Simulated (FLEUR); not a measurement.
# Magnetic state of MnS from several starts, part 2 of 3

Wanted: the moments of MnS and the energy of each order that was tried.

FLEUR MaX-R8.1; PBEsol; all-electron FLAPW, Dirac cores, scalar-relativistic bands.

So far, largest spin moment in the muffin-tin sphere (μB): step 2 (start 1: ferro +) 4.42.

The database entry behind the starting cell differs from later determinations by our own check (an axis about 0.2 % short against later determinations), so it need not match the best structure at ambient conditions.

### Step 3. Start 2: antiferro q=(0,1/2,1/2) +-

An opposed order shows whether neighbours prefer unlike signs.

This order needs a doubled cell of 4 atoms. The mesh is halved along the doubled vector, so that both cells sample the same points. The k list default-1 (kpts.xml, not shown) is a Γ-centred 8×4×8 mesh.

inp.xml reads:

```
<?xml version="1.0" encoding="UTF-8" standalone="no"?>
<fleurInput fleurInputVersion="0.39">
   <comment>
      MnS
   </comment>
   <calculationSetup>
      <cutoffs Kmax="3.97" Gmax="11.9" GmaxXC="11.9" numbands="0"/>
      <scfLoop itmax="130" minDistance="0.00002" maxIterBroyd="15" imix="Anderson" alpha="0.05" precondParam="0.0" spinf="2.0" sdNocoIR="T"/>
      <coreElectrons ctail="T" frcor="F" kcrel="0" coretail_lmax="0"/>
      <xcFunctional name="PBEs" relativisticCorrections="F"/>
      <magnetism jspins="2"/>
      <soc l_soc="F" theta="0.0" phi="0.0" spav="F"/>
      <expertModes spex="0" secvar="F"/>
      <geometryOptimization l_f="F" forcealpha="1.0" forcemix="BFGS" epsdisp="0.00001" epsforce="0.00001"/>
      <ldaU l_linMix="F" mixParam="0.05" spinf="1.0"/>
   </calculationSetup>
   <cell>
      <bzIntegration valenceElectrons="42.0" mode="hist" fermiSmearingEnergy="0.00183747">
         <kPointListSelection listName="default-1"/>
         <xi:include xmlns:xi="http://www.w3.org/2001/XInclude" href="kpts.xml"> </xi:include>
      </bzIntegration>
      <xi:include xmlns:xi="http://www.w3.org/2001/XInclude" href="sym.xml"> </xi:include>
      <bulkLattice scale="1.0">
         <bravaisMatrix>
            <row-1>    0.0000000000000000     4.9217916915206992     4.9217916915206992</row-1>
            <row-2>    9.8435833830413983     0.0000000000000000     9.8435833830413983</row-2>
            <row-3>    9.8435833830413983     4.9217916915206992     4.9217916915206992</row-3>
         </bravaisMatrix>
      </bulkLattice>
   </cell>
   <atomSpecies>
      <species name="Manganese 4.500" element="Mn" atomicNumber="25">
         <mtSphere radius="2.8" gridPoints="925" logIncrement="0.013"/>
         <atomicCutoffs lmax="10" lnonsphr="8"/>
         <electronConfig flipSpins="F">
            <coreConfig>(1s1/2) (2s1/2) (2p1/2) (2p3/2)</coreConfig>
            <valenceConfig>(3s1/2) (3p1/2) (3p3/2) (4s1/2) (3d3/2) (3d5/2)</valenceConfig>
            <stateOccupation state="(3d3/2)" spinUp="1.75" spinDown="0.25"/>
            <stateOccupation state="(3d5/2)" spinUp="3.0" spinDown="0.0"/>
         </electronConfig>
         <energyParameters s="4" p="4" d="3" f="4"/>
         <lo type="SCLO" l="0" n="3" eDeriv="0"/>
         <lo type="SCLO" l="1" n="3" eDeriv="0"/>
      </species>
      <species name="Manganese -4.500" element="Mn" atomicNumber="25">
         <mtSphere radius="2.8" gridPoints="925" logIncrement="0.013"/>
         <atomicCutoffs lmax="10" lnonsphr="8"/>
         <electronConfig flipSpins="F">
            <coreConfig>(1s1/2) (2s1/2) (2p1/2) (2p3/2)</coreConfig>
            <valenceConfig>(3s1/2) (3p1/2) (3p3/2) (4s1/2) (3d3/2) (3d5/2)</valenceConfig>
            <stateOccupation state="(3d3/2)" spinUp="0.25" spinDown="1.75"/>
            <stateOccupation state="(3d5/2)" spinUp="0.0" spinDown="3.0"/>
         </electronConfig>
         <energyParameters s="4" p="4" d="3" f="4"/>
         <lo type="SCLO" l="0" n="3" eDeriv="0"/>
         <lo type="SCLO" l="1" n="3" eDeriv="0"/>
      </species>
      <species name="Sulfur (S)" element="S" atomicNumber="16">
         <mtSphere radius="1.89" gridPoints="625" logIncrement="0.018"/>
         <atomicCutoffs lmax="8" lnonsphr="6"/>
         <electronConfig flipSpins="F">
            <coreConfig>(1s1/2) (2s1/2) (2p1/2) (2p3/2)</coreConfig>
            <valenceConfig>(3s1/2) (3p1/2) (3p3/2)</valenceConfig>
            <stateOccupation state="(3p1/2)" spinUp="0.666667" spinDown="0.666667"/>
            <stateOccupation state="(3p3/2)" spinUp="1.333333" spinDown="1.333333"/>
         </electronConfig>
         <energyParameters s="3" p="3" d="3" f="4"/>
      </species>
   </atomSpecies>
   <atomGroups>
      <atomGroup species="Manganese 4.500">
         <relPos label="                   1">.0000000000 .0000000000 .0000000000</relPos>
         <force calculate="T" relaxXYZ="TTT"/>
      </atomGroup>
      <atomGroup species="Manganese -4.500">
         <relPos label="                   2">.0000000000 1.000/2.000 .0000000000</relPos>
         <force calculate="T" relaxXYZ="TTT"/>
      </atomGroup>
      <atomGroup species="Sulfur (S)">
         <relPos label="                   3">1.000/2.000 .0000000000 1.000/2.000</relPos>
         <force calculate="T" relaxXYZ="TTT"/>
      </atomGroup>
      <atomGroup species="Sulfur (S)">
         <relPos label="                   4">1.000/2.000 1.000/2.000 1.000/2.000</relPos>
         <force calculate="T" relaxXYZ="TTT"/>
      </atomGroup>
   </atomGroups>
   <output dos="F" band="F" slice="F">
      <bandDOS minEnergy="-.5*Htr" maxEnergy="0.5*Htr" sigma="0.015" storeEVData="T"/>
      <plotting iplot="0" polar="F">
         <plot TwoD="T" vec1="  1.0  0.0  0.0" vec2="  0.0  1.0  0.0" vec3="  0.0  0.0  1.0" zero="  0.0  0.0  0.0" file="plot"/>
      </plotting>
      <moessbauerParams electricFieldGradient="F" isomerShift="F" coreHyperfine="F" valenceHyperfine="F"/>
   </output>
</fleurInput>
```

crystal.txt reads:

```
MnS
&input film=F cartesian=F /
0.00000000000  2.60450000000  2.60450000000
5.20900000000  0.00000000000  5.20900000000
5.20900000000  2.60450000000  2.60450000000
1.8897261246
1.0 1.0 1.0

4
25 0.00000000000  0.00000000000  0.00000000000 : 4.500
25 0.00000000000  0.50000000000  0.00000000000 : -4.500
16 0.50000000000  0.00000000000  0.50000000000
16 0.50000000000  0.50000000000  0.50000000000

&kpt div1=8 div2=4 div3=8 gamma=T /
```

The run is started by

```
$ OMP_NUM_THREADS=1 inpgen -f crystal.txt > inpgen.log  # inp.xml is then edited as shown
$ OMP_NUM_THREADS=1 mpirun -n 4 fleur_MPI > fleur.log
```

Log:

```text
[banner, memory and clock lines left out]
Welcome to FLEUR        (www.flapw.de)
      MaX-Release 8.1          (www.max-centre.eu)

 ========== k-point set info ==========
 Selected k-point list: default-1
 k-point list type: mesh
 0 x 0 x 0
 Number of k points: 80

 ------------Calculation Setup---------------------------
 Number of PE/node        :            4
 Number of OMP-threads    :            1
 k-points in parallel     :            4
 pe's per k-point         :            1
 No of k-point loops      :           20
 Eigenvalue solver        :       lapack
 Number of basis functions:          540
 Approximate size of matrices (H+S) per k-point:         0.004 GB
 Iteration:     1   Distance:       6.82899714 me/bohr^3
 Iteration:     2   Distance:       6.22095868 me/bohr^3
 Iteration:     3   Distance:       3.94057743 me/bohr^3
 Iteration:     4   Distance:       2.24429238 me/bohr^3
 Iteration:     5   Distance:       1.57115294 me/bohr^3
 Iteration:     6   Distance:       0.47953950 me/bohr^3
 Iteration:     7   Distance:       0.24444898 me/bohr^3
 Iteration:     8   Distance:       0.03563679 me/bohr^3
 Iteration:     9   Distance:       0.03082352 me/bohr^3
 Iteration:    10   Distance:       0.00564477 me/bohr^3
 Iteration:    11   Distance:       0.00561512 me/bohr^3
 Iteration:    12   Distance:       0.00088913 me/bohr^3
 Iteration:    13   Distance:       0.00021518 me/bohr^3
 Iteration:    14   Distance:       0.00008551 me/bohr^3
 Iteration:    15   Distance:       0.00001323 me/bohr^3

 ********************************************************************
 Run finished successfully
 Stop message:
   all done
 ********************************************************************

--- out.xml (last complete iteration) ---
<iteration numberForCurrentRun="   15" overallNumber="   15">
         [... left out ...]
         <bandgap value="0.1089564682" units="eV"/>
         <sumValenceSingleParticleEnergies value="-26.6029776285" units="Htr"/>
         <FermiEnergy value="0.2687830847" units="Htr"/>
         <valenceDensity>
            <mtCharges spin="1">
               <mtCharge atomType="1" total="9.3826840" s="1.2404124" p="3.2808361" d="4.8115615" f="0.0381074"/>
               <mtCharge atomType="2" total="4.9822181" s="1.1787753" p="3.2221130" d="0.5292621" f="0.0393401"/>
               <mtCharge atomType="3" total="1.7332001" s="0.6236997" p="1.0957511" d="0.0128870" f="0.0007512"/>
               <mtCharge atomType="4" total="1.7782398" s="0.6316402" p="1.1279700" d="0.0173064" f="0.0011370"/>
            </mtCharges>
            <mtCharges spin="2">
               <mtCharge atomType="1" total="4.9822181" s="1.1787753" p="3.2221130" d="0.5292621" f="0.0393401"/>
               <mtCharge atomType="2" total="9.3826840" s="1.2404124" p="3.2808361" d="4.8115615" f="0.0381074"/>
               <mtCharge atomType="3" total="1.7782398" s="0.6316402" p="1.1279700" d="0.0173064" f="0.0011370"/>
               <mtCharge atomType="4" total="1.7332001" s="0.6236997" p="1.0957511" d="0.0128870" f="0.0007512"/>
            </mtCharges>
            <spinDependentCharge spin="1" total="21.0000000" interstitial="3.1236580" mtSpheres="17.8763420"/>
            <spinDependentCharge spin="2" total="21.0000000" interstitial="3.1236580" mtSpheres="17.8763420"/>
            <totalCharge value="42.0000000000"/>
         </valenceDensity>
         [... left out ...]
         <magneticMomentsInMTSpheres units="muBohr">
            <globalMagMoment atomType="1" vec="0.00000   0.00000   4.40047"/>
            <localMagMoment atomType="1" vec="0.00000   0.00000   4.40047"/>
            <globalMagMoment atomType="2" vec="0.00000   0.00000  -4.40047"/>
            <localMagMoment atomType="2" vec="0.00000   0.00000  -4.40047"/>
            <globalMagMoment atomType="3" vec="0.00000   0.00000  -0.04504"/>
            <localMagMoment atomType="3" vec="0.00000   0.00000  -0.04504"/>
            <globalMagMoment atomType="4" vec="0.00000   0.00000   0.04504"/>
            <localMagMoment atomType="4" vec="0.00000   0.00000   0.04504"/>
         </magneticMomentsInMTSpheres>
         [... left out ...]
         <totalEnergy value="    -3112.2940624017" units="Htr">
            <sumOfEigenvalues value="    -1790.9347289982">
               <coreElectrons value="-1764.3317513697"/>
               <valenceElectrons value="-26.6029776285"/>
            </sumOfEigenvalues>
            <densityCoulombPotentialIntegral value="-4735.6594730811"/>
            <densityEffectivePotentialIntegral value="-4935.1107833370"/>
            <chargeDenXCDenIntegral value="-152.4675388478"/>
            <FockExchangeEnergyValence value="0.0000000000"/>
            <FockExchangeEnergyCore value="0.0000000000"/>
         [... left out ...]
            <tkbTimesEntropy value="0.0002127864"/>
            <freeEnergy value="-3112.2942751881"/>
            <extrapolationTo0K value="-3112.2941687949"/>
         </totalEnergy>
         <densityConvergence units="me/bohr^3">
            <chargeDensity spin="1" distance="0.0000078313"/>
            <chargeDensity spin="2" distance="0.0000078323"/>
            <overallChargeDensity distance="0.0000132283"/>
            <spinDensity distance="0.0000083881"/>
         </densityConvergence>
      </iteration>
```

The job ended after 80 s (4 MPI ranks of Arm Neoverse V2, shared host; peak memory 0.48 GiB).

Spin moment in the muffin-tin sphere by atom:

| atom | spin moment in the muffin-tin sphere (μB) |
| --- | --- |
| Mn1 | 4.40 |
| Mn2 | -4.40 |
| S3 | -0.04 |
| S4 | 0.04 |

Read from the output:

```
free energy                                                       : -84689.8416 eV
program's band gap on this mesh (in a metal only a level spacing) : 0.1090 eV
magnetization                                                     : 0 μB
final state                                                       : antiferromagnetic
```

It lies 21.1 meV a seeded atom under the first start, and its largest moment is 4.40 μB against 4.42 μB.

### Step 4. Run 3 (antiferro q=(0,0,1/2) +-)

Reversing part of the moments tests the sign of the couplings between them.

The cell is doubled to 4 atoms to hold this order. The mesh is halved along the doubled vector, so that both cells sample the same points. The k list default-1 (kpts.xml, not shown) is a Γ-centred 8×8×4 mesh.

Edit inp.xml of step 3 so:

```diff
@@ -25,4 +25,4 @@
             <row-1>    0.0000000000000000     4.9217916915206992     4.9217916915206992</row-1>
-            <row-2>    9.8435833830413983     0.0000000000000000     9.8435833830413983</row-2>
-            <row-3>    9.8435833830413983     4.9217916915206992     4.9217916915206992</row-3>
+            <row-2>    4.9217916915206992     0.0000000000000000     4.9217916915206992</row-2>
+            <row-3>    9.8435833830413983     9.8435833830413983     0.0000000000000000</row-3>
          </bravaisMatrix>
@@ -75,3 +75,3 @@
       <atomGroup species="Manganese -4.500">
-         <relPos label="                   2">.0000000000 1.000/2.000 .0000000000</relPos>
+         <relPos label="                   2">.0000000000 .0000000000 1.000/2.000</relPos>
          <force calculate="T" relaxXYZ="TTT"/>
@@ -79,7 +79,4 @@
       <atomGroup species="Sulfur (S)">
-         <relPos label="                   3">1.000/2.000 .0000000000 1.000/2.000</relPos>
-         <force calculate="T" relaxXYZ="TTT"/>
-      </atomGroup>
-      <atomGroup species="Sulfur (S)">
-         <relPos label="                   4">1.000/2.000 1.000/2.000 1.000/2.000</relPos>
+         <relPos label="                   3">1.000/2.000 1.000/2.000 1.000/4.000</relPos>
+         <relPos label="                   4">1.000/2.000 1.000/2.000 -1.000/4.000</relPos>
          <force calculate="T" relaxXYZ="TTT"/>
```

crystal.txt reads:

```
MnS
&input film=F cartesian=F /
0.00000000000  2.60450000000  2.60450000000
2.60450000000  0.00000000000  2.60450000000
5.20900000000  5.20900000000  0.00000000000
1.8897261246
1.0 1.0 1.0

4
25 0.00000000000  0.00000000000  0.00000000000 : 4.500
25 0.00000000000  0.00000000000  0.50000000000 : -4.500
16 0.50000000000  0.50000000000  0.25000000000
16 0.50000000000  0.50000000000  0.75000000000

&kpt div1=8 div2=8 div3=4 gamma=T /
```

Log:

```text
[banner, memory and clock lines left out]
Welcome to FLEUR        (www.flapw.de)
      MaX-Release 8.1          (www.max-centre.eu)

 ========== k-point set info ==========
 Selected k-point list: default-1
 k-point list type: mesh
 0 x 0 x 0
 Number of k points: 80

 [... set-up left out ...]
 Iteration:     1   Distance:       7.02294899 me/bohr^3
 Iteration:     2   Distance:       6.48081009 me/bohr^3
 Iteration:     3   Distance:       4.16497676 me/bohr^3
 Iteration:     4   Distance:       2.49715234 me/bohr^3
 Iteration:     5   Distance:       1.61342967 me/bohr^3
[...]
<sumOfEigenvalues value="    -1790.7406493958">
               <coreElectrons value="-1764.2326572154"/>
               <valenceElectrons value="-26.5079921804"/>
            </sumOfEigenvalues>
         [... left out ...]
            <freeEnergy value="-3112.3009836271"/>
            <extrapolationTo0K value="-3112.3009834834"/>
         </totalEnergy>
         <densityConvergence units="me/bohr^3">
            <chargeDensity spin="1" distance="0.0000090826"/>
            <chargeDensity spin="2" distance="0.0000109065"/>
            <overallChargeDensity distance="0.0000090108"/>
            <spinDensity distance="0.0000179359"/>
         </densityConvergence>
      </iteration>
```

Elapsed: 80 s, on 4 MPI ranks; peak memory 0.46 GiB; 5.3 min of CPU time.

Spin moment in the muffin-tin sphere by atom:

| atom | spin moment in the muffin-tin sphere (μB) |
| --- | --- |
| Mn1 | 4.32 |
| Mn2 | -4.32 |
| S3 | 0.00 |
| S4 | 0.00 |

Read from the output:

```
free energy                                                       : -84690.0242 eV
program's band gap on this mesh (in a metal only a level spacing) : 0.7657 eV
magnetization                                                     : 0 μB
final state                                                       : antiferromagnetic
```

It lies 112 meV a seeded atom under the first start, and its largest moment is 4.32 μB against 4.42 μB.

[end of part 2 of 3]

[Logs and program files are shortened in this print: banners, set-up blocks, solver, clock and traceback lines can be left out without a mark of their own.]

[Logs are printed without paths, hosts, clocks, repeated set-up lines and the standing remarks that a program may print on its own settings, such as how far it seeks lower states.]

[Hosts, paths, dates, database ids (printed as entryN), source tags and the programs' standing remarks are cut or masked in the printed files.]

[Where a cell is said to come from a database of computed structures, the database is the Materials Project.]
